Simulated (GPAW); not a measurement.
**HfGe2N4 monolayer: work function by functional and basis**

How far do functional and basis move the work function of HfGe2N4 monolayer? Where a layer proves gapped, the work function hangs on where the smearing puts the Fermi level, and the band edges take its place.

Main program and level: GPAW 26.7.0; GPAW, PAW setups; layer in a repeated cell with vacuum, relaxation of atoms and in-plane cell, in the first sound run; inputs show where later runs differ.

### Step 1. The structure

The cell holds 7 atoms: 4 N, 2 Ge and 1 Hf. Cell: a = 3.020 Å, b = 3.020 Å, c = 21.747 Å, α = 90.0°, β = 90.0°, γ = 120.0°. Vacuum lies along c.

As a file:

```cif
data_structure
_symmetry_space_group_name_H-M 'P 1'
_symmetry_Int_Tables_number 1
_cell_length_a 3.0200
_cell_length_b 3.0200
_cell_length_c 21.7470
_cell_angle_alpha 90.000
_cell_angle_beta 90.000
_cell_angle_gamma 120.000
_cell_volume 171.77
loop_
_atom_site_label
_atom_site_type_symbol
_atom_site_fract_x
_atom_site_fract_y
_atom_site_fract_z
_atom_site_occupancy
N1 N 0.00000 0.00000 0.32188 1
Ge2 Ge 0.33333 0.66667 0.34891 1
N3 N 0.33333 0.66667 0.43352 1
Hf4 Hf 0.00000 0.00000 0.50000 1
N5 N 0.33333 0.66667 0.56648 1
Ge6 Ge 0.33333 0.66667 0.65109 1
N7 N 0.00000 0.00000 0.67811 1
```

### Step 2. Relaxation

Forces are removed first; all later runs use this geometry.

run.py reads:

```python
import json
import numpy as np
from ase import Atoms
from ase.filters import FrechetCellFilter
from ase.optimize import BFGS
from gpaw import GPAW, PW

slab = Atoms(
    ['N', 'Ge', 'N', 'Hf', 'N', 'Ge', 'N'],
    positions=[
        [0.00000, 0.00000, 7.00000],
        [-0.00000, 1.74360, 7.58776],
        [-0.00000, 1.74360, 9.42776],
        [0.00000, 0.00000, 10.87348],
        [-0.00000, 1.74360, 12.31919],
        [-0.00000, 1.74360, 14.15919],
        [0.00000, 0.00000, 14.74696]],
    cell=[[3.02, 0.0, 0.0], [-1.51, 2.6154, 0.0], [0.0, 0.0, 21.747]],
    pbc=[True, True, True])

slab.calc = GPAW(mode=PW(600), xc='PBE', kpts={'size': (12, 12, 1), 'gamma': True},
                 occupations={'name': 'fermi-dirac', 'width': 0.05}, nbands='200%',
                 convergence={'density': 1e-05}, maxiter=200,
                 symmetry={'tolerance': 1e-3}, txt='slab.txt')
result = {}
# The in-plane cell is free; stress needs a cell that repeats along all three vectors
path = []
opt = BFGS(FrechetCellFilter(slab, mask=[1, 1, 0, 0, 0, 1]), maxstep=0.2)
opt.attach(lambda: path.append((slab.get_potential_energy(), slab.positions.tolist(), slab.get_forces().tolist())))
result['relaxed'] = bool(opt.run(fmax=0.02, steps=45))
result['path'] = path
result['cell'] = slab.cell.tolist()
print('in-plane lattice', slab.cell.cellpar().round(4)[[0, 1, 5]])
energy = slab.get_potential_energy()
fermi = slab.calc.get_fermi_level()
v = slab.calc.get_electrostatic_potential().mean((0, 1)) - fermi
n = slab.calc.get_pseudo_density().mean((0, 1))
L = slab.cell[2, 2]
z = np.arange(len(v)) * L / len(v)
low, high = slab.positions[:, 2].min(), slab.positions[:, 2].max()
below, above = np.interp([low - 4.8, high + 4.8], z, v)
slopes = [np.interp(x, z, np.gradient(v, z)) for x in (low - 4.8, high + 4.8)]
eps = np.array([[slab.calc.get_eigenvalues(k, s) for k in range(len(slab.calc.get_ibz_k_points()))]
                for s in range(slab.calc.get_number_of_spins())]) - fermi
top, bottom = eps[eps < 0].max(), eps[eps > 0].min()
dipole = slab.get_dipole_moment()[2]
print(f'energy {energy:.4f} eV, Fermi level {fermi:.4f} eV, dipole {dipole:.5f} e A')
print(f'potential 4.8 A off the faces, from the Fermi level: lower {below:.4f} eV, upper {above:.4f} eV')
print(f'slope of the potential there: lower {slopes[0]:.5f}, upper {slopes[1]:.5f} eV/A')
print(f'nearest levels on the mesh: {top:.4f} and {bottom:.4f} eV')
print('magnetic moment', round(slab.get_magnetic_moment(), 3))
result.update(energy=energy, fermi=fermi, dipole=dipole, below=below, above=above, slopes=slopes, edges=[top, bottom],
              z=z.tolist(), v=v.tolist(), n=n.tolist(), positions=slab.positions.tolist(),
              forces=slab.get_forces(apply_constraint=False).tolist(), moments=slab.get_magnetic_moments().tolist())
json.dump(result, open('result.json', 'w'))
```

Run with:

```sh
OMP_NUM_THREADS=1 OPENBLAS_NUM_THREADS=1 python run.py
```

The log of the run:

```text
Step          Energy          fmax
BFGS:    0      -51.113294        4.259440
BFGS:    1      -51.579903        2.266812
BFGS:    2      -51.989542        0.993291
BFGS:    3      -52.065018        0.669491
BFGS:    4      -52.184951        0.882781
BFGS:    5      -52.283996        0.926341
BFGS:    6      -52.395412        0.727720
BFGS:    7      -52.468193        0.320737
BFGS:    8      -52.474730        0.194398
BFGS:    9      -52.470522        0.150435
BFGS:   10      -52.464619        0.193122
BFGS:   11      -52.457402        0.151145
BFGS:   12      -52.454670        0.055148
BFGS:   13      -52.456591        0.005297
in-plane lattice [  3.1146   3.1146 120.    ]
energy -52.4566 eV, Fermi level 0.6222 eV, dipole 0.00035 e A
potential 4.8 A off the faces, from the Fermi level: lower 6.0139 eV, upper 6.0181 eV
slope of the potential there: lower -0.00216, upper 0.00034 eV/A
nearest levels on the mesh: -0.8944 and 0.8465 eV
magnetic moment 0.0
```

Elapsed: 26 min, on 1 thread of Arm Neoverse V1, shared host; peak memory 0.55 GiB.

This step gave:

```
dipole along the normal                    : 3.49e-4 e·Å
levels nearest the Fermi level on the mesh : -0.8944, 0.8465 eV from the Fermi level
```

The electrostatic potential energy of an electron (without an applied field's), less the Fermi level, planar mean oscillates, so the rows of the table below give means over windows of 1.04 Å about each position, cut where the curve ends. Its maxima inside the range that stand out by 2 % of the span (Å: eV): 9.0: 1.24, 10.0: -7.51, 11.7: -7.51, 12.8: 1.25. Its minima: 7.7: -21.3, 9.7: -11.0, 10.9: -24.5, 12.1: -11.0, 14.1: -21.3.

Table of electrostatic potential energy of an electron (without an applied field's), less the Fermi level, planar mean by z; means over each step:

z (Å), electrostatic potential energy of an electron (without an applied field's), less the Fermi level, planar mean (eV) and a bar from the least value:
```
     0.52        6.0 ##############################
     1.56        6.0 ##############################
     2.60        6.0 ##############################
     3.64        6.0 ##############################
     4.68        6.0 ##############################
     5.72        5.5 #############################
     6.76       -5.6 ################
     7.80      -17.2 ###
     8.84       -1.0 ######################
     9.88       -9.1 ############
    10.92      -19.7 
    11.96       -8.2 #############
    13.00       -1.5 #####################
    14.04      -18.2 ##
    15.08       -3.5 ###################
    16.12        5.7 ##############################
    17.16        6.0 ##############################
    18.20        6.0 ##############################
    19.24        6.0 ##############################
    20.28        6.0 ##############################
    21.32        6.0 ##############################
```

The pseudo valence density, planar mean oscillates, so the rows of the table below give means over windows of 0.5 Å about each position, cut where the curve ends. Its maxima inside the range that stand out by 2 % of the span (Å: e/Å³): 7.31: 0.811, 8.18: 0.307, 9.74: 0.698, 10.79: 1.19, 12.00: 0.698, 13.57: 0.307, 14.44: 0.811. Its minima: 7.83: 0.167, 8.70: 0.205, 10.09: 0.619, 11.66: 0.619, 13.05: 0.205, 13.92: 0.167.

The pseudo valence density, planar mean by z; means over each step:

| z (Å) | pseudo valence density, planar mean (e/Å³) |
| --- | --- |
| 4.0 | 8.5e-5 |
| 4.5 | 4.1e-4 |
| 5.0 | 0.00199 |
| 5.5 | 0.00994 |
| 6.0 | 0.0530 |
| 6.5 | 0.266 |
| 7.0 | 0.686 |
| 7.5 | 0.551 |
| 8.0 | 0.248 |
| 8.5 | 0.240 |
| 9.0 | 0.303 |
| 9.5 | 0.602 |
| 10.0 | 0.652 |
| 10.5 | 0.860 |
| 11.0 | 1.07 |
| 11.5 | 0.679 |
| 12.0 | 0.667 |
| 12.5 | 0.451 |
| 13.0 | 0.230 |
| 13.5 | 0.271 |
| 14.0 | 0.301 |
| 14.5 | 0.745 |
| 15.0 | 0.477 |
| 15.5 | 0.123 |
| 16.0 | 0.0235 |
| 16.5 | 0.00449 |
| 17.0 | 9.0e-4 |
| 17.5 | 1.8e-4 |
| 18.0 | 3.8e-5 |

The relaxation lowered the energy of the cell by 1.34 eV (energies extrapolated to zero smearing; the optimiser's log prints free energies). The largest force left on a free atom is 0.0053 eV/Å.

### Step 3. Plane waves, PBE

The work function is the vacuum plateau of the electrostatic potential less the Fermi level; a dipole layer lets the two faces have plateaus of their own.

This step: GPAW, PAW setups; slab in vacuum (GPAW 26.7.0).

The cell differs from the one that the last finished run ended in (c 21.747 → 21.451 Å).

run.py, as its differences from that of step 2:

```diff
@@ -3,4 +3,2 @@
 from ase import Atoms
-from ase.filters import FrechetCellFilter
-from ase.optimize import BFGS
 from gpaw import GPAW, PW
@@ -10,25 +8,18 @@
     positions=[
-        [0.00000, 0.00000, 7.00000],
-        [-0.00000, 1.74360, 7.58776],
-        [-0.00000, 1.74360, 9.42776],
-        [0.00000, 0.00000, 10.87348],
-        [-0.00000, 1.74360, 12.31919],
-        [-0.00000, 1.74360, 14.15919],
-        [0.00000, 0.00000, 14.74696]],
-    cell=[[3.02, 0.0, 0.0], [-1.51, 2.6154, 0.0], [0.0, 0.0, 21.747]],
-    pbc=[True, True, True])
+        [-0.00000, -0.00000, 7.00000],
+        [0.00000, 1.79821, 7.60843],
+        [0.00000, 1.79821, 9.49354],
+        [0.00000, 0.00000, 10.72575],
+        [0.00000, 1.79821, 11.95794],
+        [0.00000, 1.79821, 13.84305],
+        [-0.00000, 0.00000, 14.45149]],
+    cell=[[3.11458, -0.0, 0.0], [-1.55729, 2.69731, 0.0], [0.0, 0.0, 21.4515]],
+    pbc=[True, True, False])
 
-slab.calc = GPAW(mode=PW(600), xc='PBE', kpts={'size': (12, 12, 1), 'gamma': True},
+slab.calc = GPAW(mode=PW(500), xc='PBE', kpts={'size': (12, 12, 1), 'gamma': True},
                  occupations={'name': 'fermi-dirac', 'width': 0.05}, nbands='200%',
                  convergence={'density': 1e-05}, maxiter=200,
+                 poissonsolver={'dipolelayer': 'xy'},
                  symmetry={'tolerance': 1e-3}, txt='slab.txt')
 result = {}
-# The in-plane cell is free; stress needs a cell that repeats along all three vectors
-path = []
-opt = BFGS(FrechetCellFilter(slab, mask=[1, 1, 0, 0, 0, 1]), maxstep=0.2)
-opt.attach(lambda: path.append((slab.get_potential_energy(), slab.positions.tolist(), slab.get_forces().tolist())))
-result['relaxed'] = bool(opt.run(fmax=0.02, steps=45))
-result['path'] = path
-result['cell'] = slab.cell.tolist()
-print('in-plane lattice', slab.cell.cellpar().round(4)[[0, 1, 5]])
 energy = slab.get_potential_energy()
```

The log of the run:

```text
energy -50.7868 eV, Fermi level 0.7237 eV, dipole 0.00097 e A
potential 4.8 A off the faces, from the Fermi level: lower 6.0032 eV, upper 6.0092 eV
slope of the potential there: lower -0.00109, upper 0.00109 eV/A
nearest levels on the mesh: -0.8760 and 0.8147 eV
magnetic moment 0.0
```

The job ended after 99 s (1 thread; peak memory 0.26 GiB).

This step gave:

```yaml
dipole_along_the_normal: 9.67e-4 e·Å
levels_nearest_the_fermi_level_on_the_mesh: -0.8760, 0.8147 eV from the Fermi level
upper_work_function: 6.009 eV
lower_work_function: 6.003 eV
upper_ionisation_energy: 6.885 eV
```

The electrostatic potential energy of an electron (without an applied field's), less the Fermi level, planar mean oscillates, so the rows of the table below give means over windows of 1.05 Å about each position, cut where the curve ends. Its maxima inside the range that stand out by 2 % of the span (Å: eV): 8.8: 1.25, 9.9: -7.50, 11.6: -7.50, 12.6: 1.25. Its minima: 7.6: -21.3, 9.5: -10.8, 10.7: -24.5, 12.0: -10.8, 13.9: -21.3.

Table of electrostatic potential energy of an electron (without an applied field's), less the Fermi level, planar mean by z; means over each step:

z (Å), electrostatic potential energy of an electron (without an applied field's), less the Fermi level, planar mean (eV) and a bar from the least value:
```
     0.53        6.0 ##############################
     1.58        6.0 ##############################
     2.63        6.0 ##############################
     3.68        6.0 ##############################
     4.73        6.0 ##############################
     5.78        5.0 #############################
     6.83      -10.3 ##########
     7.88      -13.8 ######
     8.93       -1.8 ####################
     9.98      -11.5 ########
    11.03      -17.5 #
    12.08       -5.9 ###############
    13.13       -4.9 ################
    14.18      -18.3 
    15.23        1.8 #########################
    16.28        5.9 ##############################
    17.33        6.0 ##############################
    18.38        6.0 ##############################
    19.43        6.0 ##############################
    20.48        6.0 ##############################
```

The pseudo valence density, planar mean oscillates, so the rows of the table below give means over windows of 1 Å about each position, cut where the curve ends. Its maxima inside the range that stand out by 2 % of the span (Å: e/Å³): 7.1: 0.815, 8.0: 0.308, 9.6: 0.694, 10.7: 1.22, 11.9: 0.694, 13.4: 0.308, 14.4: 0.815. Its minima: 7.7: 0.169, 8.4: 0.211, 10.0: 0.616, 11.5: 0.616, 13.0: 0.211, 13.8: 0.169.

The pseudo valence density, planar mean by z; means over each step:

z (Å), pseudo valence density, planar mean (e/Å³) and a bar:
```
        3       0.00 
        4       0.00 
        5       0.00 
        6       0.12 ####
        7       0.63 #####################
        8       0.25 ########
        9       0.41 #############
       10       0.72 #######################
       11       0.92 ##############################
       12       0.59 ###################
       13       0.26 ########
       14       0.48 ###############
       15       0.37 ############
       16       0.02 #
       17       0.00 
       18       0.00
```

The layer is gapped, so the Fermi level lies somewhere inside the gap, set by smearing and numerics, and these work functions are no property of the material; the band edges below the vacuum level are. The potential is flat to 0.001 eV/Å where it is read, so the vacuum is wide enough.

### Step 4. OptPBE vdW: xc = "optPBE-vdW"

The same geometry under optPBE-vdW, to see how far the functional moves the levels against the vacuum (the van der Waals functionals take revPBE setups).

run.py, as its differences from that of step 3:

```diff
@@ -18,3 +18,3 @@
 
-slab.calc = GPAW(mode=PW(500), xc='PBE', kpts={'size': (12, 12, 1), 'gamma': True},
+slab.calc = GPAW(mode=PW(500), xc='optPBE-vdW', kpts={'size': (12, 12, 1), 'gamma': True},
                  occupations={'name': 'fermi-dirac', 'width': 0.05}, nbands='200%',
```

The log of the run:

```text
energy -98.0640 eV, Fermi level 0.5728 eV, dipole 0.00096 e A
potential 4.8 A off the faces, from the Fermi level: lower 6.2505 eV, upper 6.2565 eV
slope of the potential there: lower -0.00111, upper 0.00111 eV/A
nearest levels on the mesh: -0.9038 and 0.8457 eV
magnetic moment 0.0
```

It took 1.9 min on 1 thread; peak memory 0.45 GiB.

This step gave:

```yaml
dipole_along_the_normal: 9.63e-4 e·Å
levels_nearest_the_fermi_level_on_the_mesh: -0.9038, 0.8457 eV from the Fermi level
upper_work_function: 6.257 eV
lower_work_function: 6.251 eV
upper_ionisation_energy: 7.160 eV
```

The electrostatic potential energy of an electron (without an applied field's), less the Fermi level, planar mean oscillates, so the rows of the table below give means over windows of 1.05 Å about each position, cut where the curve ends. Its maxima inside the range that stand out by 2 % of the span (Å: eV): 8.8: 1.24, 9.9: -7.48, 11.6: -7.48, 12.6: 1.24. Its minima: 7.6: -21.3, 9.5: -10.8, 10.7: -24.5, 12.0: -10.8, 13.9: -21.2.

Electrostatic potential energy of an electron (without an applied field's), less the Fermi level, planar mean against z; means over each step:

z (Å), electrostatic potential energy of an electron (without an applied field's), less the Fermi level, planar mean (eV) and a bar from the least value:
```
     0.53        6.3 ##############################
     1.58        6.3 ##############################
     2.63        6.2 ##############################
     3.68        6.2 ##############################
     4.73        6.2 ##############################
     5.78        5.2 #############################
     6.83      -10.2 ##########
     7.88      -13.8 #####
     8.93       -1.8 ####################
     9.98      -11.5 ########
    11.03      -17.5 #
    12.08       -5.9 ###############
    13.13       -5.0 ################
    14.18      -18.2 
    15.23        2.0 #########################
    16.28        6.1 ##############################
    17.33        6.2 ##############################
    18.38        6.3 ##############################
    19.43        6.3 ##############################
    20.48        6.3 ##############################
```

The pseudo valence density, planar mean oscillates, so the rows of the table below give means over windows of 1 Å about each position, cut where the curve ends. Its maxima inside the range that stand out by 2 % of the span (Å: e/Å³): 7.1: 0.815, 8.0: 0.307, 9.6: 0.696, 10.7: 1.22, 11.9: 0.696, 13.4: 0.307, 14.4: 0.815. Its minima: 7.7: 0.169, 8.4: 0.209, 10.0: 0.616, 11.5: 0.616, 13.0: 0.209, 13.8: 0.169.

The pseudo valence density, planar mean by z; means over each step:

| z (Å) | pseudo valence density, planar mean (e/Å³) |
| --- | --- |
| 3 | 1.2e-5 |
| 4 | 2.3e-4 |
| 5 | 0.00474 |
| 6 | 0.117 |
| 7 | 0.635 |
| 8 | 0.251 |
| 9 | 0.405 |
| 10 | 0.715 |
| 11 | 0.920 |
| 12 | 0.592 |
| 13 | 0.254 |
| 14 | 0.476 |
| 15 | 0.370 |
| 16 | 0.0198 |
| 17 | 8.7e-4 |
| 18 | 4.4e-5 |

Force by atom:

| atom | x (eV/Å) | y (eV/Å) | z (eV/Å) | size |
| --- | --- | --- | --- | --- |
| N1 | 0.000 | 0.000 | 0.021 | 0.021 |
| Ge2 | 0.000 | 0.000 | -0.080 | 0.080 |
| N3 | 0.000 | 0.000 | -0.123 | 0.123 |
| Hf4 | 0.000 | 0.000 | 0.000 | 0.000 |
| N5 | 0.000 | 0.000 | 0.123 | 0.123 |
| Ge6 | 0.000 | 0.000 | 0.080 | 0.080 |
| N7 | 0.000 | 0.000 | -0.021 | 0.021 |

The highest filled level lies 0.904 eV under the Fermi level, so the ionisation energy from the upper face is 6.257 + 0.904 = 7.160 eV, against 6.885 eV in the base run.

### Step 5. Self-consistent run: xc = "vdW-DF2"

The same geometry under vdW-DF2, to see how far the functional moves the levels against the vacuum (the van der Waals functionals take revPBE setups).

run.py, as its differences from that of step 4:

```diff
@@ -18,3 +18,3 @@
 
-slab.calc = GPAW(mode=PW(500), xc='optPBE-vdW', kpts={'size': (12, 12, 1), 'gamma': True},
+slab.calc = GPAW(mode=PW(500), xc='vdW-DF2', kpts={'size': (12, 12, 1), 'gamma': True},
                  occupations={'name': 'fermi-dirac', 'width': 0.05}, nbands='200%',
```

The log of the run:

```text
energy -354.6665 eV, Fermi level 0.4621 eV, dipole 0.00096 e A
potential 4.8 A off the faces, from the Fermi level: lower 6.4886 eV, upper 6.4946 eV
slope of the potential there: lower -0.00134, upper 0.00134 eV/A
nearest levels on the mesh: -0.8861 and 0.8120 eV
magnetic moment 0.0
```

Run time: 1.8 min. Hardware: 1 thread; peak memory 0.45 GiB.

Numbers from this step:

| Item | Value |
| --- | --- |
| levels nearest the Fermi level on the mesh | -0.8861, 0.8120 eV from the Fermi level |
| upper work function | 6.495 eV |
| lower work function | 6.489 eV |
| upper ionisation energy | 7.381 eV |

The highest filled level lies 0.886 eV under the Fermi level, so the ionisation energy from the upper face is 6.495 + 0.886 = 7.381 eV, against 6.885 eV in the base run.

(Continued in part 2 of 2.)

[Logs are printed without paths, hosts, clocks, repeated set-up lines and the standing remarks that a program may print on its own settings, such as how far it seeks lower states.]

[Hosts, paths, dates, database ids (printed as entryN), source tags and the programs' standing remarks are cut or masked in the printed files.]
